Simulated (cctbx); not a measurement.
## LiSnN4O12 with cctbx, script by script

Library: cctbx 2025.11. The data are simulated by the first script.

## 1. Simulate the data

run.py:

```python
from cctbx import adptbx, crystal, miller, sgtbx, xray
from cctbx.array_family import flex
from iotbx.shelx import hklf
from scitbx import matrix
import scitbx.random

cs = crystal.symmetry(unit_cell=(9.177, 9.177, 9.114, 90, 90, 90), space_group_symbol='Hall: P 4n 2 -1n')  # P4_2/nnm
atoms = [  # label, site, U (iso, or U11 U22 U33 U12 U13 U23 in A^2), occupancy
    ("Sn1", (0, 0.5, 0.75), (0.0056, 0.0056, 0.0057, 0.0000, 0.0000, 0.0000), 1),
    ("O1", (0.4324, 0.2092, 0.8846), (0.0148, 0.0111, 0.0093, -0.0024, -0.0020, 0.0000), 1),
    ("O2", (0.7018, 0.9361, 0.1202), (0.0093, 0.0097, 0.0086, 0.0018, 0.0011, 0.0013), 1),
    ("O3", (0.8926, 0.1074, 0.5729), (0.0110, 0.0110, 0.0106, 0.0005, 0.0001, -0.0001), 1),
    ("O4", (0.1125, 0.1125, 0.9364), (0.0109, 0.0109, 0.0106, -0.0006, -0.0002, -0.0002), 1),
    ("N1", (0.2819, 0.5, 0), (0.0075, 0.0079, 0.0078, 0.0000, 0.0000, 0.0000), 1),
    ("N2", (0.7744, 0, 0), (0.0100, 0.0096, 0.0124, 0.0000, 0.0000, -0.0008), 1),
    ("Li1", (0.75, 0.75, 0.75), (0.0081, 0.0081, 0.0107, 0.0002, -0.0012, -0.0012), 1),
]
xs = xray.structure(crystal_symmetry=cs)
for label, site, u, occ in atoms:
    u = adptbx.u_cif_as_u_star(cs.unit_cell(), u) if isinstance(u, tuple) else u
    xs.add_scatterer(xray.scatterer(label, site=site, u=u, occupancy=occ))
xs.set_inelastic_form_factors(0.71073, "sasaki")
xs.show_summary()
p1 = xs.expand_to_p1()
ms = miller.build_set(p1, anomalous_flag=True, d_min=0.84)
flex.set_random_seed(534289)
scitbx.random.set_random_seed(534289)
ms = ms.select(flex.random_double(ms.size()) < 0.5)
i = ms.structure_factors_from_scatterers(p1, algorithm="direct").f_calc().as_intensity_array().data()
i = i * 70000 / flex.max(i)
sig = flex.sqrt(i + flex.pow2(0.02 * i) + 15 ** 2)
noise = scitbx.random.variate(scitbx.random.normal_distribution())(i.size())
data = ms.array(data=i + sig * noise, sigmas=sig).set_observation_type_xray_intensity()
with open("data.hkl", "w") as f:
    data.export_as_shelx_hklf(f)
print("reflections written:", data.size(), " <I/sigma> = %.1f" % flex.mean(data.data() / data.sigmas()))
for h, a, b in list(data.sort("data"))[:12]:
    print("%4d%4d%4d %9.1f %7.1f" % (h + (a, b)))
```

```console
$ python run.py
```

```text
Number of scatterers: 8
At special positions: 6
Unit cell: (9.177, 9.177, 9.114, 90, 90, 90)
Space group: P 42/n n m :1 (No. 134)
reflections written: 2731  <I/sigma> = 14.1
  -2  -2  -2   73069.7  1424.9
  -2   2  -2   71280.7  1424.9
   2  -2   2   71173.5  1424.9
   2   2  -2   70417.2  1424.9
  -1  -1  -2   60783.3  1243.0
   1   1  -2   60753.0  1243.0
  -1  -1   2   59279.4  1243.0
   1  -1   2   59060.9  1243.0
  -4   4   0   57916.3  1150.8
  -4  -4   0   57156.8  1150.8
   5   1   0   54952.7  1090.3
  -5   1   0   53284.4  1090.3
```

Run time: 0.19 s on 1 thread of Arm Neoverse V2, on a shared host, peak memory 0.07 GiB.

## 2. Symmetry

run.py:

```python
from cctbx import crystal, sgtbx, statistics
from cctbx.array_family import flex
from iotbx.shelx import hklf

p1 = crystal.symmetry(unit_cell=(9.177, 9.177, 9.114, 90, 90, 90), space_group_symbol="P 1")
raw = hklf.reader(file_name="data.hkl").as_miller_arrays(crystal_symmetry=p1, anomalous=True)[0]
print(raw.size(), "reflections to d = %.3f A" % raw.d_min())
isig = raw.data() / raw.sigmas()
print("centring   violations  <I/sigma> of those")
best = "P"
for c in "ABCIRF":
    a = raw.customized_copy(space_group_info=sgtbx.space_group_info("Hall: %s 1" % c)).sys_absent_flags().data()
    m = flex.mean(isig.select(a))
    print("%5s %10d of %5d %8.1f" % (c, (isig.select(a) > 4).count(True), a.count(True), m))
    if (isig.select(a) > 4).count(True) < 0.01 * a.count(True):
        best = c
raw = raw.select(~raw.customized_copy(space_group_info=sgtbx.space_group_info("Hall: %s 1" % best)).sys_absent_flags().data())
isig = raw.data() / raw.sigmas()
rows = []
for s in sgtbx.space_group_symbol_iterator():
    g = sgtbx.space_group(s)
    if g.conventional_centring_type_symbol() != best or not g.is_compatible_unit_cell(p1.unit_cell(), 1e-3, 0.02):
        continue
    rows.append((s, g))
print("Laue class    unique    Rint  (classes that these axes allow; Friedel mates merged)")
rint = {}
for s, g in rows:
    laue = g.build_derived_patterson_group()
    key = laue.type().hall_symbol()
    if key not in rint:
        m = raw.customized_copy(space_group_info=laue.info(), anomalous_flag=False).merge_equivalents()
        rint[key] = m.r_int()
        print("%-14s %6d %7.3f" % (laue.type().lookup_symbol(), m.array().size(), m.r_int()))
floor = min(rint.values())
good = [(s, g) for s, g in rows if rint[g.build_derived_patterson_group().type().hall_symbol()] < 2 * floor + 0.03]
top = max(g.build_derived_patterson_group().order_z() for s, g in good)
print("space group    extra absences  I>4sigma  <I/sigma>")
for s, g in good:
    laue = g.build_derived_patterson_group()
    if laue.order_z() != top:
        continue
    a = raw.customized_copy(space_group_info=g.info()).sys_absent_flags().data()
    a &= ~raw.customized_copy(space_group_info=laue.info()).sys_absent_flags().data()
    bad = (isig.select(a) > 4).count(True)
    if bad <= 0.03 * a.count(True):
        print("%-16s %8d %10d %9s  %s" % (s.universal_hermann_mauguin(), a.count(True), bad, "%.1f" % flex.mean(isig.select(a)) if a.count(True) else "-", "centric" if g.is_centric() else "acentric"))
laue = max(good, key=lambda t: t[1].build_derived_patterson_group().order_z())[1].build_derived_patterson_group()
f = raw.customized_copy(space_group_info=laue.info(), anomalous_flag=False).merge_equivalents().array().eliminate_sys_absent().f_sq_as_f()
f.set_observation_type_xray_amplitude()
bins = max(3, min(8, f.size() // 12))
f.setup_binner(n_bins=bins)
w = statistics.wilson_plot(f, {e: n / laue.order_z() for e, n in {'Sn': 4.0, 'O': 48.0, 'N': 16.0, 'Li': 4.0}.items()}, e_statistics=True)
print("Wilson B = %.2f A^2   <|E^2-1|> = %.3f (0.968 centric, 0.736 acentric)   E^2>4: %.1f %%" % (w.wilson_b, w.mean_e_sq_minus_1, w.percent_e_sq_gt_2))
print("shell (A)         n   <I/sigma>")
m = raw.customized_copy(space_group_info=laue.info(), anomalous_flag=False).merge_equivalents().array().eliminate_sys_absent()
for b in m.setup_binner(n_bins=bins).range_used():
    sel = m.binner().selection(b)
    print("%5.2f - %4.2f %6d %8.1f" % (min(m.binner().bin_d_range(b)[0] if m.binner().bin_d_range(b)[0] > 0 else 99, 99), m.binner().bin_d_range(b)[1], sel.count(True), flex.mean((m.data() / m.sigmas()).select(sel))))
```

```console
$ python run.py
```

```text
2731 reflections to d = 0.841 A
centring   violations  <I/sigma> of those
    A        542 of  1355     13.8
    B        545 of  1367     13.7
    C        425 of  1374      6.1
    I        449 of  1366      6.3
    R        754 of  1822     13.8
    F        756 of  2048     11.2
Laue class    unique    Rint  (classes that these axes allow; Friedel mates merged)
P -1             2034   0.014
P 1 2/m 1        1334   0.015
P 1 1 2/m        1320   0.015
P 2/m 1 1        1329   0.015
P m m m           796   0.016
P 4/m             721   0.017
P 4/m m m         444   0.018
space group    extra absences  I>4sigma  <I/sigma>
P 4 2 2                 0          0         -  acentric
P 4 21 2                8          0       0.2  acentric
P 42 2 2                4          0       0.0  acentric
P 42 21 2              12          0       0.1  acentric
P 4 m m                 0          0         -  acentric
P 42 n m              191          0      -0.1  acentric
P -4 2 m                0          0         -  acentric
P -4 21 m               8          0       0.2  acentric
P -4 m 2                0          0         -  acentric
P -4 n 2              191          0      -0.1  acentric
P 4/m m m               0          0         -  centric
P 4/n m m :1           81          0      -0.0  centric
P 4/n m m :2           81          0      -0.0  centric
P 42/n n m :1         264          0      -0.1  centric
P 42/n n m :2         264          0      -0.1  centric
P 42/m n m            191          0      -0.1  centric
Wilson B = 0.65 A^2   <|E^2-1|> = 1.100 (0.968 centric, 0.736 acentric)   E^2>4: 3.2 %
shell (A)         n   <I/sigma>
 9.18 - 1.68     70     31.2
 1.68 - 1.33     54     35.5
 1.33 - 1.17     54     35.1
 1.17 - 1.06     59     36.3
 1.06 - 0.98     52     33.6
 0.98 - 0.93     47     26.9
 0.93 - 0.88     55     33.9
 0.88 - 0.84     53     29.2
```

Time: 0.3 s.

## 3. Patterson map

run.py:

```python
from cctbx import crystal, maptbx
from iotbx.shelx import hklf

cs = crystal.symmetry(unit_cell=(9.177, 9.177, 9.114, 90, 90, 90), space_group_symbol='Hall: P 4n 2 -1n')  # P4_2/nnm
raw = hklf.reader(file_name="data.hkl").as_miller_arrays(crystal_symmetry=cs, anomalous=True)[0]
merged = raw.eliminate_sys_absent().merge_equivalents()
fo2 = merged.array().set_observation_type_xray_intensity()
f = fo2.average_bijvoet_mates().f_sq_as_f()
pm = f.patterson_map(symmetry_flags=maptbx.use_space_group_symmetry, sharpening=False, resolution_factor=0.25)
peaks = pm.peak_search(parameters=maptbx.peak_search_parameters(min_distance_sym_equiv=0.4, max_clusters=14)).all()
top = peaks.heights()[0]
print("Patterson group", f.patterson_symmetry().space_group_info())
print("      u       v       w   height  length (A)")
for x, h in zip(peaks.sites(), peaks.heights()):
    y = [t - round(t) for t in x]
    print("%7.3f %7.3f %7.3f %8.1f %8.2f" % (x + (1000 * h / top, cs.unit_cell().length(y))))
```

```console
$ python run.py
```

```text
Patterson group P 4/m m m
      u       v       w   height  length (A)
  0.000   0.000   0.000   1000.0     0.00
  0.000   0.000   0.500    987.4     4.56
  0.500   0.500   0.500    876.7     7.93
  0.500   0.500   0.000    875.7     6.49
  0.000   0.279   0.250    139.9     3.43
  0.221   0.500   0.250    138.8     5.51
  0.059   0.204   0.133     77.3     2.30
  0.058   0.204   0.366     76.9     3.86
  0.296   0.439   0.130     71.6     5.00
  0.296   0.439   0.370     71.2     5.92
  0.113   0.391   0.314     70.1     4.70
  0.113   0.390   0.186     69.7     4.10
  0.239   0.239   0.000     60.0     3.10
  0.238   0.238   0.500     59.2     5.51
```

Time: 0.19 s.

## 4. Charge flipping

run.py:

```python
import itertools
from cctbx import crystal, maptbx
from cctbx.array_family import flex
from iotbx.shelx import hklf
from smtbx.ab_initio import charge_flipping as cf

cs = crystal.symmetry(unit_cell=(9.177, 9.177, 9.114, 90, 90, 90), space_group_symbol='Hall: P 4n 2 -1n')  # P4_2/nnm
raw = hklf.reader(file_name="data.hkl").as_miller_arrays(crystal_symmetry=cs, anomalous=True)[0]
merged = raw.eliminate_sys_absent().merge_equivalents()
fo2 = merged.array().set_observation_type_xray_intensity()
f = fo2.average_bijvoet_mates().f_sq_as_f().resolution_filter(d_min=0.84)
p1 = f.expand_to_p1()
p1.setup_binner_counting_sorted(reflections_per_bin=max(40, p1.size() // 12))
work = p1.array(data=p1.data() / p1.amplitude_quasi_normalisations().data())
flex.set_random_seed(18476)
it = cf.weak_reflection_improved_iterator(delta=None, weak_reflection_fraction=0.2)
it.start(work, phases=flex.random_double(p1.size()) * 6.2832, f_000=0)
it.delta = 0.9 * it.rho_map.sigma()
print("cycle      R  skewness")
for n, st in enumerate(itertools.islice(it, 150)):
    if n % 12 == 0:
        print("%5d %6.3f %8.2f" % (n, st.r1_factor(), st.rho_map.skewness()))
rho = p1.phase_transfer(it.f_calc).fft_map().apply_volume_scaling()
polish = cf.low_density_elimination_iterator(constant_rho_c=rho.sigma())
polish.start(f_obs=p1, phases=it.f_calc, f_000=0)
for _ in range(8):
    next(polish)
print("origin shift          correlation  skewness")
maps = []
for fc, shift, cc in itertools.islice(cf.f_calc_symmetrisations(f, polish.f_calc, 0), 4):
    m = f.phase_transfer(fc).fft_map(symmetry_flags=maptbx.use_space_group_symmetry, resolution_factor=0.25).apply_sigma_scaling()
    maps.append((m.skewness(), cc, m))
    print("%6.3f %6.3f %6.3f %10.3f %9.2f" % (tuple(shift) + (cc, m.skewness())))
skew, cc, m = max((t for t in maps if t[1] > maps[0][1] - 0.04), key=lambda t: t[0])
print("taken: symmetry correlation %.3f, skewness %.2f" % (cc, skew))
peaks = m.peak_search(parameters=maptbx.peak_search_parameters(min_distance_sym_equiv=0.9, max_clusters=13)).all()
sps = cs.special_position_settings(min_distance_sym_equiv=0.5)
print("peak      x       y       z  mult  height/sigma")
for k, (x, h) in enumerate(zip(peaks.sites(), peaks.heights())):
    ss = sps.site_symmetry(x)
    print("Q%-3d %7.4f %7.4f %7.4f %4d %8.1f" % ((k + 1,) + tuple(t % 1 for t in ss.exact_site()) + (ss.multiplicity(), h)))
```

```console
$ python run.py
```

```text
cycle      R  skewness
    0  0.588     0.22
   12  0.430     1.28
   24  0.429     1.51
   36  0.450     1.62
   48  0.449     1.63
   60  0.464     1.76
   72  0.471     1.91
   84  0.476     1.95
   96  0.466     2.08
  108  0.479     2.07
  120  0.471     2.16
  132  0.458     2.13
  144  0.450     2.14
origin shift          correlation  skewness
 0.258  0.157  0.020      0.774      8.57
 0.258  0.157  0.270      0.774      8.57
 0.257  0.657  0.021      0.773      8.46
 0.257  0.657  0.271      0.773      8.46
taken: symmetry correlation 0.774, skewness 8.57
peak      x       y       z  mult  height/sigma
Q1    0.0000  0.0000  0.5000    2     27.5
Q2    0.0000  0.0000  0.0000    2     27.2
Q3    0.9993  0.2782  0.2501   16      3.8
Q4    0.0628  0.1931  0.8737   16      2.1
Q5    0.0019  0.4274  0.0826   16      2.0
Q6    0.0636  0.1936  0.3719   16      2.0
Q7    0.0703  0.3442  0.9649   16      2.0
Q8    0.9962  0.0738  0.3949   16      2.0
Q9    0.0042  0.0749  0.1044   16      2.0
Q10   0.1106  0.1106  0.5606    8      1.9
Q11   0.9995  0.4289  0.4162   16      1.9
Q12   0.1010  0.3769  0.4262   16      1.7
Q13   0.1125  0.1125  0.0594    8      1.7
```

Time: 0.47 s.

## 5. Refinement (model from the peaks)

run.py:

```python
import math
from cctbx import adptbx, crystal, maptbx, sgtbx, xray
from cctbx.array_family import flex
from cctbx.xray import observations
from iotbx.shelx import hklf
from scitbx.lstbx import normal_eqns_solving
from smtbx import absolute_structure, utils
from smtbx.refinement import constraints, least_squares

cs = crystal.symmetry(unit_cell=(9.177, 9.177, 9.114, 90, 90, 90), space_group_symbol='Hall: P 4n 2 -1n')  # P4_2/nnm
atoms = [  # label, site, U (iso, or U11 U22 U33 U12 U13 U23 in A^2), occupancy
    ("Sn1", (0, 0, 0.5), 0.0200, 1),
    ("Sn2", (0, 0, 0), 0.0200, 1),
    ("O1", (0.9993, 0.2782, 0.2501), 0.0200, 1),
    ("O2", (0.0628, 0.1931, 0.8737), 0.0200, 1),
    ("O3", (0.0019, 0.4274, 0.0826), 0.0200, 1),
    ("N1", (0.0636, 0.1936, 0.3719), 0.0200, 1),
]
xs = xray.structure(crystal_symmetry=cs)
for label, site, u, occ in atoms:
    u = adptbx.u_cif_as_u_star(cs.unit_cell(), u) if isinstance(u, tuple) else u
    xs.add_scatterer(xray.scatterer(label, site=site, u=u, occupancy=occ))
xs.set_inelastic_form_factors(0.71073, "sasaki")
raw = hklf.reader(file_name="data.hkl").as_miller_arrays(crystal_symmetry=cs, anomalous=True)[0]
merged = raw.eliminate_sys_absent().merge_equivalents()
fo2 = merged.array().set_observation_type_xray_intensity()
print("Rint %.3f, %d unique reflections to %.2f A" % (merged.r_int(), fo2.size(), fo2.d_min()))
for sc in xs.scatterers():
    sc.flags.set_grad_site(True)
    sc.flags.set_grad_u_aniso(sc.flags.use_u_aniso())
    sc.flags.set_grad_u_iso(sc.flags.use_u_iso())
obs = fo2.as_xray_observations()
extra = {}
rep = constraints.reparametrisation(xs, [], utils.connectivity_table(xs), **extra)
ls = least_squares.crystallographic_ls(obs, rep, weighting_scheme=least_squares.mainstream_shelx_weighting(a=0, b=0))
print("cycle     R1     wR2    GooF  max shift (A)")
for cycle in range(6):
    ls.build_up()
    r1, wr2, goof = ls.r1_factor(cutoff_factor=2)[0], ls.wR2(), ls.goof()
    old = xs.sites_cart()
    normal_eqns_solving.levenberg_marquardt_iterations(ls, n_max_iterations=3, tau=0.0001, step_threshold=1e-7)
    big = flex.max((xs.sites_cart() - old).norms())
    print("%4d %7.4f %7.4f %7.3f %9.5f" % (cycle + 1, r1, wr2, goof, big))
    ls.build_up(objective_only=True)
    if abs(ls.wR2() - wr2) < 5e-5 and big < 5e-4:
        break
ls.build_up()
print("final R1 %.4f wR2 %.4f GooF %.3f  parameters %d  data/parameter %.1f" % (ls.r1_factor(cutoff_factor=2)[0], ls.wR2(), ls.goof(), ls.n_parameters, fo2.size() / ls.n_parameters))
cov = ls.covariance_matrix_and_annotations()
su = dict(zip(cov.annotations, (math.sqrt(max(v, 0)) for v in cov.matrix.matrix_packed_u_diagonal())))
a2 = cs.unit_cell().reciprocal_parameters()[0] ** -2
print("atom        x        y        z      Ueq    occ   su(xyz)  su(Uiso or U11)")
for sc in xs.scatterers():
    s = max(su.get(sc.label + k, 0) for k in (".x", ".y", ".z"))
    npd = "" if sc.is_positive_definite_u(cs.unit_cell()) else "  NPD"
    print("%-5s %8.5f %8.5f %8.5f %8.4f %6.3f %8.5f %7.4f%s" % ((sc.label,) + sc.site + (sc.u_iso_or_equiv(cs.unit_cell()), sc.occupancy, s, su.get(sc.label + ".uiso", su.get(sc.label + ".u11", 0) * a2), npd)))
fo = fo2.f_sq_as_f()
fc = fo.structure_factors_from_scatterers(xs, algorithm="direct").f_calc()
diff = fo.f_obs_minus_f_calc(1 / math.sqrt(ls.scale_factor()), fc).average_bijvoet_mates()
m = diff.fft_map(symmetry_flags=maptbx.use_space_group_symmetry, resolution_factor=0.25).apply_volume_scaling()
print("difference map: max %.2f min %.2f rms %.2f" % (m.statistics().max(), m.statistics().min(), m.statistics().sigma()))
peaks = m.peak_search(parameters=maptbx.peak_search_parameters(min_distance_sym_equiv=0.6, max_clusters=7)).all()
near = xs.closest_distances(peaks.sites(), distance_cutoff=4)
sps = cs.special_position_settings(min_distance_sym_equiv=0.5)
for k, (x, h) in enumerate(zip(peaks.sites(), peaks.heights())):
    ss = sps.site_symmetry(x)
    print("Q%-3d %7.4f %7.4f %7.4f %4d %7.2f  %.2f A from %s" % ((k + 1,) + tuple(t % 1 for t in ss.exact_site()) + (ss.multiplicity(), h, near.smallest_distances[k], xs.scatterers()[near.i_seqs[k]].label)))
```

```console
$ python run.py
```

```text
Rint 0.017, 374 unique reflections to 0.84 A
cycle     R1     wR2    GooF  max shift (A)
   1  0.6709  0.9362  56.973   0.37797
   2  0.3777  0.7263  44.200   0.45197
   3  0.3369  0.6576  40.018   0.42880
   4  0.3450  0.6718  40.884   0.49273
   5  0.3163  0.5994  36.479   0.27142
   6  0.3178  0.6113  37.204   0.28790
final R1 0.3190 wR2 0.6028 GooF 36.681  parameters 18  data/parameter 20.8
atom        x        y        z      Ueq    occ   su(xyz)  su(Uiso or U11)
Sn1    0.00000  0.00000  0.50000   0.0001  1.000  0.00000  0.0032
Sn2    0.00000  0.00000  0.00000   0.0001  1.000  0.00000  0.0033
O1     1.00154  0.28950  0.24596   0.0001  1.000  0.00354  0.0054
O2     0.06093  0.20698  0.87215   0.0484  1.000  0.00693  0.0130
O3     0.02500  0.47939  0.13417   0.2202  1.000  0.03279  0.0769
N1    -0.00342  0.23325  0.34181   0.1828  1.000  0.02570  0.0887
difference map: max 44.82 min -8.59 rms 2.56
Q1    0.0000  0.0000  0.5000    2   44.82  0.00 A from Sn1
Q2    0.0000  0.0000  0.0000    2   44.49  0.00 A from Sn2
Q3    0.0616  0.2007  0.3663   16   14.72  0.70 A from N1
Q4    0.0598  0.1990  0.8656   16   11.56  0.10 A from O2
Q5    0.1143  0.3922  0.6801   16   11.23  1.47 A from O1
Q6    0.1144  0.3909  0.1809   16   10.26  1.23 A from O3
Q7    0.0752  0.0752  0.3652    8    7.21  1.57 A from Sn1
```

Time: 0.5 s.

Figures of merit this high mean that the model is still wrong or incomplete.

[Logs are printed without paths, hosts, clocks, repeated set-up lines and the standing remarks that a program may print on its own settings, such as how far it seeks lower states.]
